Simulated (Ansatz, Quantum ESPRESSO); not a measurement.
# AlN (P6_3mc): third-order response, part 2 of 2

Which lines does AlN (P6_3mc) show in Raman and infrared spectra?

Quantum ESPRESSO 8.0 development, patched; DFT LDA, scalar-relativistic, plane waves, PseudoDojo norm-conserving pseudopotentials.

So far, highest mode moved by the LO-TO term (cm⁻¹): step 9 (the LO-TO splitting (1 0 0)) 921; step 10 (q direction 0×0×1) 895; step 11 (q direction 1×1×1) 913.

The database entry behind the starting cell differs from later determinations by our own check (inner coordinate u about 0.002 short), so it need not match the best structure at ambient conditions.

### Step 12. The same in Ansatz

A second program on the same cell, potentials, cutoff and meshes tests the implementation of the phonon response, not its convergence. Its field response is summed in its own way. Its k mesh is centred on Γ.

This step: DFT LDA, scalar-relativistic, plane waves, PseudoDojo norm-conserving pseudopotentials (Ansatz 0.2.0).

Contents of input.yaml:

```yaml
crystal:
  lattice:
    - [3.0821371063, 0.0, 0.0]
    - [-1.5410685539, 2.6692090315, 0.0]
    - [0.0, 0.0, 4.9334654811]
  atoms:
    - { symbol: Al, position: [0.3333333333, 0.6666666667, -0.000977205] }
    - { symbol: Al, position: [0.6666666667, 0.3333333333, 0.499022795] }
    - { symbol: "N", position: [0.3333333333, 0.6666666667, 0.380977205] }
    - { symbol: "N", position: [0.6666666667, 0.3333333333, 0.880977205] }
kpoints:
  mp_grid: { grid: [9, 9, 6] }
hamiltonian:
  xc: lda
  pseudopotentials: { kind: nc, accuracy: standard }
scf:
  occupations: { method: fixed }
output:
  eigenvalues: true
basis:
  ecutwfc: 1142.878
phonons:
  method: dfpt
  dielectric: true
  rigid_motions: translations
  raman: true
```

On the command line:

```bash
$ ansatz run input.yaml --threads 8 --pin off --max-ram 16384MiB --backend cpu --events-out ev --progress --plain --runs-dir out
```

Run time: 2.9 min. Hardware: 8 threads of Intel Xeon at 2.70GHz, shared host; peak memory 2.4 GiB; 18 min of CPU time.

Numbers from this step:

* sum-rule residual before enforcement: 1.90e-4 eV/Å²
* miss of the charge sum rule: 6.78e-4 e
* estimated error of the dielectric tensor: 0.01141
* estimated error of the Born charges: 0.008761 e
* mean high-frequency dielectric constant: 4.420
* largest Born charge in size (third of the trace): 2.562 e
* mean static dielectric constant: 8.380
* highest mode moved by the LO-TO term: 920.7 cm⁻¹

Transverse modes. Infrared lines, with heights relative to the strongest:

```
position (cm⁻¹)  label  IR intensity ((D/Å)²/amu), degenerate modes summed, relative
            242     E2                                                           0.0
            555     B1                                                           0.0
            625     A1                                                            57
            673     E2                                                           0.0
            683     E1                                                           100
            736     B1                                                           0.0
```

Activity x (w_L - w)^4 (n + 1)/w, 532 nm, 300 K. Raman lines, with heights relative to the strongest:

```
position (cm⁻¹)  label  Stokes intensity, strongest 100
            242     E2                              2.2
            555     B1                              0.0
            625     A1                              100
            673     E2                               84
            683     E1                               42
            736     B1                              0.0
```

### Step 13. The two compared: QE PseudoDojo and Ansatz, PseudoDojo

Worked out from the results:

```
root-mean-square difference : 0.01 cm⁻¹
largest difference          : 0.01 cm⁻¹
```

Frequencies side by side, by row:

```
q (reciprocal lattice)  mode  QE PseudoDojo (cm⁻¹)  Ansatz, PseudoDojo (cm⁻¹)
                 0 0 0     1                     0                          0
                 0 0 0     2                     0                          0
                 0 0 0     3                     0                          0
                 0 0 0     4                 241.6                      241.6
                 0 0 0     5                 241.6                      241.6
                 0 0 0     6                 554.8                      554.8
                 0 0 0     7                 625.2                      625.2
                 0 0 0     8                 672.7                      672.7
                 0 0 0     9                 672.7                      672.7
                 0 0 0    10                 683.5                      683.5
                 0 0 0    11                 683.5                      683.5
                 0 0 0    12                 735.8                      735.8
```

The two runs side by side. Further quantities:

```
                                                                               quantity  QE PseudoDojo  Ansatz, PseudoDojo
                                                                                mean ε∞          4.422                4.42
largest Born charge in size (e; the first before, the second after the charge sum rule)          2.563               2.562
                                                       summed IR intensity ((D/Å)²/amu)          98.67               98.64
                                                         summed Raman activity (Å⁴/amu)          50.67               51.04
```

At the zone centre the largest difference (acoustic modes at Γ apart) is 0.001 % of the highest mode.

### Step 14. Summary of results

| Quantity | Value |
| --- | --- |
| space group after relaxation | P6_3mc |
| volume per atom | 10.1 Å³ |
| gap on the k-mesh | 4.49 eV |
| highest optical zone-centre mode (no LO-TO term) | 735.8 cm⁻¹ |
| lowest optical zone-centre mode | 241.6 cm⁻¹ |
| highest mode moved by the LO-TO term | 920.6 cm⁻¹ |
| mean high-frequency dielectric constant | 4.42 |
| largest Born charge in size (third of the trace) | 2.56 e |
| mean static dielectric constant | 8.38 |
| imaginary optical modes at the zone centre (no q mesh in this session) | none |
| largest difference from Ansatz, PseudoDojo | 0.01 cm⁻¹ |

What this shows: The largest Raman activity of AlN (P6_3mc) lies at 625 cm⁻¹ and the strongest infrared line at 683 cm⁻¹ (transverse modes). At the LDA level the optical modes of AlN (P6_3mc) at the zone centre (no LO-TO term) run from 242 to 736 cm⁻¹. Along the directions run, the highest mode that the macroscopic field moves lies at 921 cm⁻¹. Lattice motion raises the mean dielectric constant from 4.422 to 8.383. The Born charge of Al is 2.562 e against a formal charge of +3, somewhat under it. Of the 9 optical modes, 4 are Raman active alone, 2 are silent and 3 are both infrared and Raman active. QE PseudoDojo and Ansatz, PseudoDojo agree to 0.01 cm⁻¹ (0.001 % of the highest mode compared) on all solved modes but the acoustic ones at Γ, without the LO-TO term. These are harmonic frequencies at zero temperature: anharmonic shifts and linewidths and thermal expansion are left out. The build is a development version in which the Raman tensors of release 7.5 are mended; dynmat.x leaves out the electro-optic term of LO lines.

Calculation against experiment:

| quantity | measured | LDA PseudoDojo norm-conserving, Quantum ESPRESSO |
| --- | --- | --- |
| lattice constant a (Å) | 3.111 | 3.082 (-0.9 %) |
| Raman mode, E2(low) (cm⁻¹) | 247.6 | 242 (-2.4 %) |
| Raman mode, A1(TO) (cm⁻¹) | 610.4 | 625 (+2.4 %) |
| Raman mode, E2(high) (cm⁻¹) | 656.1 | 673 (+2.5 %) |
| Raman mode, E1(TO) (cm⁻¹) | 669.1 | 683 (+2.1 %) |

Measured values from arxiv:1112.6088 (2011) and pmc:10004678 (2023).

Verdict: Measured modes were matched to the nearest mode of that symmetry; at LDA PseudoDojo norm-conserving, Quantum ESPRESSO, 4 of them have a partner, and the computed frequencies miss them by 2.4 % on average (mean signed +1.2 %), which is good agreement. The lattice constant a is off by -0.9 %: fair agreement. The grades are ours: good and fair within 0.7 and 1.5 % for the lattice constant a and 3 and 7 % for the Raman mode. Zero-point motion and thermal expansion (measured at up to 300 K) are not in the computed lattice constants and Raman mode.

[Host names and launcher messages were left out of these logs when they were recorded.]

[Logs are printed without paths, hosts, clocks, repeated set-up lines and the standing remarks that a program may print on its own settings, such as how far it seeks lower states.]

[Hosts, paths, dates, database ids (printed as entryN), source tags and the programs' standing remarks are cut or masked in the printed files.]
